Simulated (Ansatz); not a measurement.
# GeF2 (model cell, started as rutile): a soft mode frozen in

Wanted: the energy along a soft mode of GeF2 (model cell, started as rutile) and the structure at the end.

Calculated with Ansatz 0.2.0; DFT PBE, scalar-relativistic, plane waves, PAW.

The structure was built from a prototype and need not be the compound's stable phase.

## (1) Starting point

It takes space group P4_2/mnm (No. 136, tetragonal). Conventional cell: a = 5.239 Å, b = 5.239 Å, c = 3.549 Å, α = 90.00°, β = 90.00°, γ = 90.00°. Nearest to Ge lie 6 F at 2.25 to 2.30 Å. Nearest to F lie 3 Ge at 2.25 to 2.30 Å. Farther neighbours and most contacts between anions are not listed.

## (2) Phonons on a q mesh

The cell comes from relaxations at this level that are not shown. Stability and thermal properties need the whole zone. Linear response on a 2×2×4 q mesh gives force constants as far as a supercell of that size would, and the tensors from the zone-centre run are typed in so that the long-range dipole term is interpolated apart.

input.yaml reads:

```yaml
crystal:
  lattice:
    - [5.2390464767, 0.0, 0.0]
    - [0.0, 5.2390464767, 0.0]
    - [0.0, 0.0, 3.5488479333]
  atoms:
    - { symbol: Ge, position: [0.0, 0.0, 0.0] }
    - { symbol: Ge, position: [0.5, 0.5, 0.5] }
    - { symbol: F, position: [0.3030272295, 0.3030272295, 0.0] }
    - { symbol: F, position: [0.6969727705, 0.6969727705, 0.0] }
    - { symbol: F, position: [0.8030272295, 0.1969727705, 0.5] }
    - { symbol: F, position: [0.1969727705, 0.8030272295, 0.5] }
kpoints:
  mp_grid: { grid: [4, 4, 8] }
hamiltonian:
  xc: pbe
scf:
  occupations: { method: fixed }
output:
  eigenvalues: true
phonons:
  method: dfpt
  qmesh: [2, 2, 4]
  temperatures: { t_max: 1000, t_step: 50 }
  qpath:
    path:
      - [[0.0, 0.0, 0.0], [0.0, 0.5, 0.0], [0.5, 0.5, 0.0], [0.0, 0.0, 0.0], [0.0, 0.0, 0.5], [0.0, 0.5, 0.5], [0.5, 0.5, 0.5], [0.0, 0.0, 0.5]]
      - [[0.0, 0.5, 0.0], [0.0, 0.5, 0.5]]
      - [[0.5, 0.5, 0.0], [0.5, 0.5, 0.5]]
    npoints: 10
  non_analytic_term:
    high_frequency_dielectric_tensor: [[3.6297, 0.0, 0.0], [0.0, 3.6297, 0.0], [0.0, 0.0, 3.6879]]
    born_effective_charges:
      - { species: Ge, tensor: [[3.208, 0.597, 0.0], [0.597, 3.208, 0.0], [0.0, 0.0, 3.7421]] }
      - { species: Ge, tensor: [[3.208, -0.597, 0.0], [-0.597, 3.208, 0.0], [0.0, 0.0, 3.7421]] }
      - { species: F, tensor: [[-1.604, -1.2559, 0.0], [-1.2559, -1.604, 0.0], [0.0, 0.0, -1.871]] }
      - { species: F, tensor: [[-1.604, -1.2559, 0.0], [-1.2559, -1.604, 0.0], [0.0, 0.0, -1.871]] }
      - { species: F, tensor: [[-1.604, 1.2559, 0.0], [1.2559, -1.604, 0.0], [0.0, 0.0, -1.871]] }
      - { species: F, tensor: [[-1.604, 1.2559, 0.0], [1.2559, -1.604, 0.0], [0.0, 0.0, -1.871]] }
    source: "zone-centre run at this cell"
```

On the command line:

```console
ansatz run input.yaml --threads 8 --pin off --max-ram 14336MiB --backend cpu --events-out ev --progress --plain --runs-dir out
```

Numbers of over 12 decimals in the logs are rounded to 6 here.

What it wrote:

```text
Warning: phonons: the dynamical matrix that this run interpolates holds no multipole term above the dipole-dipole one, and a site of this crystal is no centre of inversion, so its interpolated transverse optical and acoustic branches and sound speeds can stay off near Gamma, and the density of states and the thermodynamics with them. What a run solves at a wave vector of phonons.qpoints, Gamma apart, where the deck admits one, is free of this, and under fd what a larger phonons.supercell samples
Engine: ansatz 0.2.0, aarch64-unknown-linux-gnu
Pseudopotentials: kind: paw
Pseudopotential: Ge, paw, valence charge 14, recommended cutoff 420 eV (normal), Ge.paw.azcp
Pseudopotential: F, paw, valence charge 7, recommended cutoff 420 eV (normal), F.paw.azcp
Functional definition: PBE
  parameter kappa = 0.804
  parameter beta = 0.066725
  exchange = pbe_x(kappa = kappa, mu = beta*pi^2/3)
  correlation = pbe_c(beta = beta)
Crystal: 6 atoms, lattice volume = 97.407 Å³
Basis set: ecut = 420 eV, 1915 PW (Γ), exchange–correlation on 72×72×48 points (8 copies of the dense FFT grid, shifted against one another)
Bands: 34, of which v1, the nominal top of the filled ones, is band 28 counted from 1 (27 counted from 0)
Symmetry: 16 space group operations
k-points: 30 of 128
Non-local potential: Ge, projectors of the file, l = 0: 2, l = 1: 2, l = 2: 3, l = 3: 1
Non-local potential: F, projectors of the file, l = 0: 2, l = 1: 2, l = 2: 1
PAW form: soft (Blöchl's): semilocal exchange-correlation on the pseudo side does not see the compensation charge
PAW one-centre angular grid: Ge, 590 points (default); XC on 64 Gauss nodes
PAW one-centre angular grid: F, 110 points (default); XC on 64 Gauss nodes
Initial density: superposition of atomic densities (neutral atoms: chi_scale 0, normalization atom), corrected by the library's trained network
Initial wavefunctions: pseudopotential atomic-orbital guess
Functional: x = pbe(κ = 0.804, μ = 0.219515), c = pbe(β = 0.066725)
SCF iter   1: F=—  HF=-11823.999544 eV  |F-HF|=—  |Δ(HF+E_count)|=         —  Δρ=2.88e-3  dr2=2.74e-3  ethr=1.77e-3  ⟨swp⟩=4.0  Hψ=3561  notcnv=0  defer=87
preconditioner: auto → Resta (q_TF=auto, 2.488 Å⁻¹)  ε∞=3.2  [insulator: Δε(μ)=3.017 eV  Ē_g=19.014 eV  n_scr=30 (ndim 8)  ℏωp=28.2 eV  f_vac=0.196  ε∞_Penn≈3.2]
SCF iter   2: F=—  HF=-11823.999345 eV  |F-HF|=—  |Δ(HF+E_count)|=   1.99e-4  Δρ=1.48e-3  dr2=5.01e-4  ethr=4.89e-6  ⟨swp⟩=2.0  Hψ=2161  notcnv=0  defer=119
SCF iter   3: F=—  HF=-11823.999605 eV  |F-HF|=—  |Δ(HF+E_count)|=   2.60e-4  Δρ=6.56e-4  dr2=1.28e-4  ethr=8.94e-7  ⟨swp⟩=2.0  Hψ=1841  notcnv=0  defer=114
SCF iter   4: F=—  HF=-11823.999771 eV  |F-HF|=—  |Δ(HF+E_count)|=   1.66e-4  Δρ=8.16e-5  dr2=5.20e-6  ethr=2.28e-7  ⟨swp⟩=2.0  Hψ=1447  notcnv=0  defer=112
SCF iter   5: F=—  HF=-11823.999784 eV  |F-HF|=—  |Δ(HF+E_count)|=   1.29e-5  Δρ=5.17e-5  dr2=1.53e-6  ethr=9.29e-9  ⟨swp⟩=2.0  Hψ=1809  notcnv=0  defer=51
SCF iter   6: F=—  HF=-11823.999782 eV  |F-HF|=—  |Δ(HF+E_count)|=   1.55e-6  Δρ=1.40e-5  dr2=1.94e-7  ethr=2.73e-9  ⟨swp⟩=2.0  Hψ=1809  notcnv=0  defer=51
SCF iter   7: F=—  HF=-11823.999783 eV  |F-HF|=—  |Δ(HF+E_count)|=   1.29e-7  Δρ=4.76e-6  dr2=1.50e-8  ethr=3.46e-10  ⟨swp⟩=2.0  Hψ=1809  notcnv=0  defer=51
SCF iter   8: F=—  HF=-11823.999783 eV  |F-HF|=—  |Δ(HF+E_count)|=   4.33e-9  Δρ=5.69e-7  dr2=2.99e-10  ethr=2.67e-11  ⟨swp⟩=2.0  Hψ=1809  notcnv=0  defer=51
SCF iter   9: F=-11823.999783 eV  HF=-11823.999783 eV  |F-HF|=0.00e0  |Δ(HF+E_count)|=  3.27e-10  Δρ=6.18e-8  dr2=3.13e-12  ethr=1.00e-12  ⟨swp⟩=8.9  Hψ=6106  notcnv=0
SCF 1 converged in 9 iterations: F = -11823.999783 eV  dr2 = 3.13e-12
  greatest PAW one-centre occupation: 0.999 electrons in one spin orbital (limit 2), on the Ge atom at site 0 (counted from 0), in its partial waves of l = 2
NSCF: frozen V_eff on 30 k-points
NSCF: frozen V_eff on 50 k-points
DFPT response loops at q = (0, 0, 0) (fractional): preconditioner auto → none (the input reference at scf.mixing.eps_inf says where Resta's filter doesn't serve); β = 0.50; Broyden in place of MSR1
NSCF: frozen V_eff on 160 k-points
DFPT response loops at q = (0, 0, 0.25) (fractional): mixed as the last ones told, above
NSCF: frozen V_eff on 100 k-points
DFPT response loops at q = (0, 0, -0.5) (fractional): mixed as the last ones told, above
NSCF: frozen V_eff on 100 k-points
DFPT response loops at q = (0, -0.5, 0) (fractional): mixed as the last ones told, above
NSCF: frozen V_eff on 160 k-points
DFPT response loops at q = (0, -0.5, 0.25) (fractional): mixed as the last ones told, above
NSCF: frozen V_eff on 100 k-points
DFPT response loops at q = (0, -0.5, -0.5) (fractional): mixed as the last ones told, above
NSCF: frozen V_eff on 100 k-points
DFPT response loops at q = (-0.5, -0.5, 0) (fractional): mixed as the last ones told, above
NSCF: frozen V_eff on 160 k-points
DFPT response loops at q = (-0.5, -0.5, 0.25) (fractional): mixed as the last ones told, above
NSCF: frozen V_eff on 100 k-points
DFPT response loops at q = (-0.5, -0.5, -0.5) (fractional): mixed as the last ones told, above
SCF converged after 9 iterations
Free energy (F): -11823.999783 eV
Harris-Foulkes:  -11823.999783 eV  (|F-HF|=0.00e0)
Internal energy: -11823.999783 eV  (E = F + TS)
E sigma→0 (E₀):  -11823.999783 eV
Fermi energy:    3.679640 eV
--- Per-component energies (eV) ---
  E_band       = -569.699934
  E_kinetic    = 1037.305452
  E_local      = -7550.890682  (includes V_loc(G=0)·N_el)
  E_nonlocal   = 1114.553237
  E_hartree    = 3109.363694
  E_xc         = -468.051776
  E_vxc        = -534.149232  (∫ρ·V_xc dr)
  E_paw        = -4822.533026  (= ΣΔE_a)
  E_vpaw       = -855.255109  (= ΣTr[D̂ρ^β])
  E_aug_tail   = 0.008984  (compensation charges beyond the density's cutoff)
  E_ewald      = -4243.755665
  E_smearing   = -0.000000  (= −TS)
  E_closure    = 0.000000  (closes the sum)
  Σ components = -11823.999783   (vs F -11823.999783, Δ=0.00e0)
--- Band table (eV; the first three rows and the last of 30) ---
  k-point 0: bands = [... 24 lower, 0.5357, 0.5357, 0.8124, 3.5855, 6.6807, 6.6807, 9.3442, 9.8682, ... 2 higher]
  k-point 1: bands = [... 24 lower, 0.5177, 0.5797, 0.7730, 3.6408, 6.9965, 6.9965, 8.9662, 9.8610, ... 2 higher]
  k-point 2: bands = [... 24 lower, 0.4537, 0.6556, 1.4938, 3.6796, 7.7614, 7.7614, 8.3885, 9.5842, ... 2 higher]
  k-point 29: bands = [... 24 lower, 0.4925, 0.4925, 2.4900, 2.4900, 8.5352, 8.5352, 8.8052, 8.8052, ... 2 higher]
--- Phonons (Γ-DFPT): 4 representative perturbations + reference (Σ response iterations 14) ---
  ASR residual: 3.413e-5 → 0.000e0 eV/Å²; symmetrization residual: 9.301e-6 eV/Å²
  ASR residual per site (eV/Å²): 3.41e-5 3.41e-5 9.50e-6 9.50e-6 9.50e-6 9.50e-6
  Γ frequencies (cm⁻¹): -192.42 -176.62 -176.62 -116.67 0.00 0.00 0.00 61.73 91.75 120.87 120.87 174.77 176.47 176.47 202.92 202.92 244.11 372.23
--- Phonons (arbitrary-q DFPT): 9 irreducible q on the 2×2×4 mesh ---
  q = [0.0000, 0.0000, 0.0000] (star 1, of the zone-centre solve; hermiticity 3.72e-6, symmetrization 4.53e-12): -192.42 -176.62 -176.62 -116.67 -0.00 -0.00 -0.00 61.73 91.75 120.87 120.87 174.77 176.47 176.47 202.92 202.92 244.11 372.23
  q = [0.0000, 0.0000, 0.2500] (star 2, 4 solved perturbations in 272 linear systems a pass and spin channel, the states on 80 of 128 k-point pairs; hermiticity 4.39e-7, symmetrization 5.04e-13): -181.76 -181.76 -124.83 49.86 49.86 86.38 109.45 109.45 120.74 126.00 126.00 155.98 162.18 175.33 175.33 212.39 349.73 360.94
  q = [0.0000, 0.0000, -0.5000] (star 1, 4 solved perturbations in 170 linear systems a pass and spin channel, the states on 50 of 128 k-point pairs; hermiticity 3.80e-7, symmetrization 3.26e-8): -190.42 -190.42 -72.72 -72.72 85.37 85.37 121.30 121.30 124.73 124.73 128.73 128.73 129.31 129.31 201.23 201.23 331.32 331.32
  q = [0.0000, -0.5000, 0.0000] (star 2, 6 solved perturbations on 50 of 128 k-point pairs; hermiticity 9.76e-6, symmetrization 4.88e-6): -157.14 -157.14 37.24 37.24 63.25 63.25 107.33 107.33 134.45 134.45 165.51 165.51 177.07 177.07 181.63 181.63 370.38 370.38
  q = [0.0000, -0.5000, 0.2500] (star 4, 6 solved perturbations on 80 of 128 k-point pairs; hermiticity 1.78e-5, symmetrization 8.89e-6): -187.87 -187.87 -60.93 -60.93 74.59 74.59 90.28 90.28 125.22 125.22 141.12 141.12 182.01 182.01 192.55 192.55 345.32 345.32
  q = [0.0000, -0.5000, -0.5000] (star 2, 6 solved perturbations on 50 of 128 k-point pairs; hermiticity 8.91e-6, symmetrization 4.43e-6): -216.29 -216.29 -180.62 -180.62 72.42 72.42 100.44 100.44 119.43 119.43 122.21 122.21 196.45 196.45 231.02 231.02 317.65 317.65
  q = [-0.5000, -0.5000, 0.0000] (star 1, 4 solved perturbations in 170 linear systems a pass and spin channel, the states on 50 of 128 k-point pairs; hermiticity 8.09e-6, symmetrization 3.95e-6): -169.16 -169.16 -162.13 -162.13 41.03 41.03 71.59 71.59 96.57 96.57 110.13 110.13 178.19 178.19 237.86 237.86 352.77 352.77
  q = [-0.5000, -0.5000, 0.2500] (star 2, 4 solved perturbations in 272 linear systems a pass and spin channel, the states on 80 of 128 k-point pairs; hermiticity 1.11e-5, symmetrization 7.28e-6): -173.44 -173.44 57.63 57.63 74.58 74.58 97.26 97.26 109.67 109.67 124.95 124.95 147.55 147.55 206.29 206.29 329.54 329.54
  q = [-0.5000, -0.5000, -0.5000] (star 1, 4 solved perturbations in 170 linear systems a pass and spin channel, the states on 50 of 128 k-point pairs; hermiticity 6.17e-6, symmetrization 3.07e-6): -181.42 -181.42 -59.84 -59.84 61.23 61.23 109.14 109.14 140.01 140.01 147.82 147.82 156.21 156.21 199.33 199.33 301.79 301.79
  sum rule: each row above includes the acoustic sum rule's correction from the zone centre's row sums; it moved no ω² by more than (0.45 cm⁻¹)²
  mesh force constants: q→R imaginary residual 1.41e-17; ASR residual 3.413e-5 → 0.000e0 eV/Å²; symmetrization residual 2.808e-15 eV/Å²
  interpolated dispersion: 94 rows × 18 modes
  density of states and harmonic sums: on the 12×12×20 q-mesh, interpolated from the force constants of a 2×2×4 supercell (with the dipole–dipole term of supplied tensors)
  largest difference from the sums on the solved wave vectors: F 5.57e-3 eV, S 6.76e-6 and C_V 2.65e-6 eV/K
  zero-point energy: 0.142758 eV/cell   skipped modes (ω ≤ 0): 1092, of them read as no rigid motion or as one in doubt: 1089 (3.553e0 modes/cell left out, lowest -216.29 cm⁻¹)   left out of the sums: 1.97e-1 of the cell's modes: C_V's classical limit lies that fraction below 3 k_B per atom; for a crystal, a wire or a layer, F and S can be off by more, and a phonons.interpolated_qmesh denser along its periods is the remedy for the sampling
```

Run time: 1.9 min. Hardware: 8 threads of Arm Neoverse V2, shared host; peak memory 1.1 GiB.

Reading the cycles: dr2 is the Hartree energy of the density residual (eV), the measure of convergence; HF is the Harris–Foulkes estimate of the energy, which meets the free energy F at convergence.

A gap read on the k-mesh alone can miss the band edges.

Numbers from this step:

- gap on the k-mesh: 3.001 eV
- volume per atom: 16.23 Å³
- sum-rule residual before enforcement: 3.41e-5 eV/Å²
- lowest frequency on the path: -216.3 cm⁻¹
- point group: 4/mmm
- highest frequency on the path or at a solved wavevector: 389.6 cm⁻¹
- highest optical mode at the zone centre (no LO-TO term): 372.2 cm⁻¹
- lowest optical zone-centre mode: -192.4 cm⁻¹
- lowest mode on the q mesh (acoustic modes at Γ apart): -216.3 cm⁻¹

Frequencies (cm⁻¹) solved at each irreducible wavevector; negative means imaginary. Frequencies by wavevector, by row:

| q in reciprocal lattice units | star | mode 1 | mode 2 | mode 3 | mode 4 | mode 16 | mode 17 | mode 18 |
| --- | --- | --- | --- | --- | --- | --- | --- | --- |
| 0 0 0 | 1 | -192.4 | -176.6 | -176.6 | -116.7 | 202.9 | 244.1 | 372.2 |
| 0 0 0.25 | 2 | -181.8 | -181.8 | -124.8 | 49.9 | 212.4 | 349.7 | 360.9 |
| 0 0 -0.5 | 1 | -190.4 | -190.4 | -72.7 | -72.7 | 201.2 | 331.3 | 331.3 |
| 0 -0.5 0 | 2 | -157.1 | -157.1 | 37.2 | 37.2 | 181.6 | 370.4 | 370.4 |
| 0 -0.5 0.25 | 4 | -187.9 | -187.9 | -60.9 | -60.9 | 192.6 | 345.3 | 345.3 |
| 0 -0.5 -0.5 | 2 | -216.3 | -216.3 | -180.6 | -180.6 | 231 | 317.6 | 317.6 |
| -0.5 -0.5 0 | 1 | -169.2 | -169.2 | -162.1 | -162.1 | 237.9 | 352.8 | 352.8 |
| -0.5 -0.5 0.25 | 2 | -173.4 | -173.4 | 57.6 | 57.6 | 206.3 | 329.5 | 329.5 |
| -0.5 -0.5 -0.5 | 1 | -181.4 | -181.4 | -59.8 | -59.8 | 199.3 | 301.8 | 301.8 |

Interpolated from a 2×2×4 q mesh, with the LO-TO term (at Γ the limit along the path; where Γ stands inside the path, tables give the limit on arrival). Phonon branches along the path, in cm⁻¹:

```
    point  branch 1  branch 2  branch 3  branch 4  branch 15  branch 16  branch 17  branch 18
        Γ      -192      -177      -117         0        203        244        372        377
  halfway      -182      -129      -129        34        204        225        370        375
        X      -157      -157        37        37        182        182        370        370
  halfway      -160      -160       -97       -97        211        211        368        368
        M      -169      -169      -162      -162        238        238        353        353
  halfway      -176      -159      -139        47        179        227        360        388
        Γ      -192      -177      -117         0        203        244        372        377
  halfway      -182      -182      -125        50        175        212        350        361
        Z      -190      -190       -73       -73        201        201        331        331
  halfway      -192      -192      -166      -166        215        215        326        326
        R      -216      -216      -181      -181        231        231        318        318
  halfway      -188      -188      -161      -161        220        220        311        311
        A      -181      -181       -60       -60        199        199        302        302
  halfway      -202      -189      -186       -89        200        230        314        324
        Z      -190      -190       -73       -73        201        201        331        331
jump to X      -157      -157        37        37        182        182        370        370
  halfway      -188      -188       -61       -61        192        192        345        345
        R      -216      -216      -181      -181        231        231        318        318
jump to M      -169      -169      -162      -162        238        238        353        353
  halfway      -173      -173        58        58        206        206        330        330
        A      -181      -181       -60       -60        199        199        302        302
```

Symmetry leaves 9 wavevectors to solve. The lowest mode among them, the acoustic zeros apart, lies at q = (0, -0.5, -0.5) and is imaginary, 216.3i cm⁻¹, so the energy falls along it.

## (3) The mode frozen in, largest atomic shift 0 Å

The mode followed lies at Γ with frequency 192.4i cm⁻¹, one of the unstable modes though not the softest. At small amplitude the distorted cell has space group no. 113 by a symmetry search on the positions. The undistorted cell that holds it gives the zero of energy on the same k mesh.

input.yaml, the sections that differ from step 2:

```yaml
scf:
  occupations: { method: gaussian, width: 0.02 }
output:
  forces: true
  stress: true
  eigenvalues: true
# crystal, kpoints, hamiltonian: as in step 2
# phonons: removed
```

What it wrote:

```text
[...]
Crystal: 6 atoms, lattice volume = 97.407 Å³
Basis set: ecut = 420 eV, 1915 PW (Γ), exchange–correlation on 72×72×48 points (8 copies of the dense FFT grid, shifted against one another)
Bands: 34, of which v1, the nominal top of the filled ones, is band 28 counted from 1 (27 counted from 0)
Symmetry: 16 space group operations
[...]
k-points: 30 of 128
[...]
k-point 0: bands = [... 24 lower, 0.5357, 0.5357, 0.8124, 3.5854, 6.6807, 6.6807, 9.3441, 9.8682, ... 1 higher]
  k-point 1: bands = [... 24 lower, 0.5177, 0.5796, 0.7730, 3.6407, 6.9965, 6.9965, 8.9661, 9.8609, ... 1 higher]
  k-point 2: bands = [... 24 lower, 0.4537, 0.6555, 1.4938, 3.6796, 7.7613, 7.7613, 8.3885, 9.5842, ... 1 higher]
  k-point 29: bands = [... 24 lower, 0.4925, 0.4925, 2.4899, 2.4899, 8.5351, 8.5351, 8.8052, 8.8052, ... 1 higher]
[key lines of the parts left out:]
SCF converged after 7 iterations
Free energy (F): -11823.999783 eV
Fermi energy:    5.180146 eV
P = ⅓ Tr σ = -0.0014 GPa (-0.014 kbar)
```

Elapsed: 0.77 s, on 8 threads; peak memory 0.48 GiB.

This step gave:

* pressure: -0.001361 GPa
* energy from the undistorted cell: 0 meV/atom

At this level the gap is 3.00 eV on the k-mesh of the self-consistent run, which can miss the band edges.

## (4) The mode frozen in, largest atomic shift 0.32 Å

The atoms are moved along the unstable eigenvector, the largest shift by 0.32 Å, with the cell fixed.

input.yaml, the sections that differ from step 3:

```yaml
crystal:
  lattice:
    - [5.2390464767, 0.0, 0.0]
    - [0.0, 5.2390464767, 0.0]
    - [0.0, 0.0, 3.5488479333]
  atoms:
    - { symbol: Ge, position: [0.0, 0.0, -0.0441754759] }
    - { symbol: Ge, position: [0.5, 0.5, 0.5441754759] }
    - { symbol: F, position: [0.3030272295, 0.3030272295, -0.0901701076] }
    - { symbol: F, position: [0.6969727705, 0.6969727705, -0.0901701076] }
    - { symbol: F, position: [0.8030272295, 0.1969727705, 0.5901701076] }
    - { symbol: F, position: [0.1969727705, 0.8030272295, 0.5901701076] }
# kpoints, hamiltonian, scf, output: as in step 3
```

What it wrote:

```text
[...]
Crystal: 6 atoms, lattice volume = 97.407 Å³
Basis set: ecut = 420 eV, 1915 PW (Γ), exchange–correlation on 72×72×48 points (8 copies of the dense FFT grid, shifted against one another)
Bands: 34, of which v1, the nominal top of the filled ones, is band 28 counted from 1 (27 counted from 0)
Symmetry: 8 space group operations
[...]
k-points: 30 of 128 (time reversal used)
[...]
k-point 0: bands = [... 24 lower, 0.2973, 0.2973, 0.5557, 3.5117, 7.3687, 7.3687, 10.3083, 10.3083, ... 1 higher]
  k-point 1: bands = [... 24 lower, 0.2791, 0.5141, 0.5352, 3.5720, 7.6212, 7.6212, 10.3139, 10.3139, ... 1 higher]
  k-point 2: bands = [... 24 lower, 0.2382, 0.4795, 1.3789, 3.6721, 8.2344, 8.2344, 9.2869, 9.8351, ... 1 higher]
  k-point 29: bands = [... 24 lower, 0.2372, 0.2372, 2.7507, 2.7507, 8.8297, 8.8297, 8.9222, 8.9222, ... 1 higher]
[key lines of the parts left out:]
SCF converged after 7 iterations
Free energy (F): -11824.377867 eV
Fermi energy:    5.522214 eV
P = ⅓ Tr σ = 4.2341 GPa (42.341 kbar)
```

Elapsed: 1.1 s, on 8 threads; peak memory 0.43 GiB; 8 s of CPU time.

Numbers from this step:

- pressure: 4.234 GPa
- gap on the k-mesh: 3.562 eV
- energy from the undistorted cell: -63.01 meV/atom

The energy, extrapolated to zero smearing, is -63.01 meV/atom against the undistorted cell.

The run ends at a pressure of 4.23 GPa, with forces up to 0.061 eV/Å.

[end of part 1 of 3]

[Logs are printed without paths, hosts, clocks, repeated set-up lines and the standing remarks that a program may print on its own settings, such as how far it seeks lower states.]

[Hosts, paths, dates, database ids (printed as entryN), source tags and the programs' standing remarks are cut or masked in the printed files.]
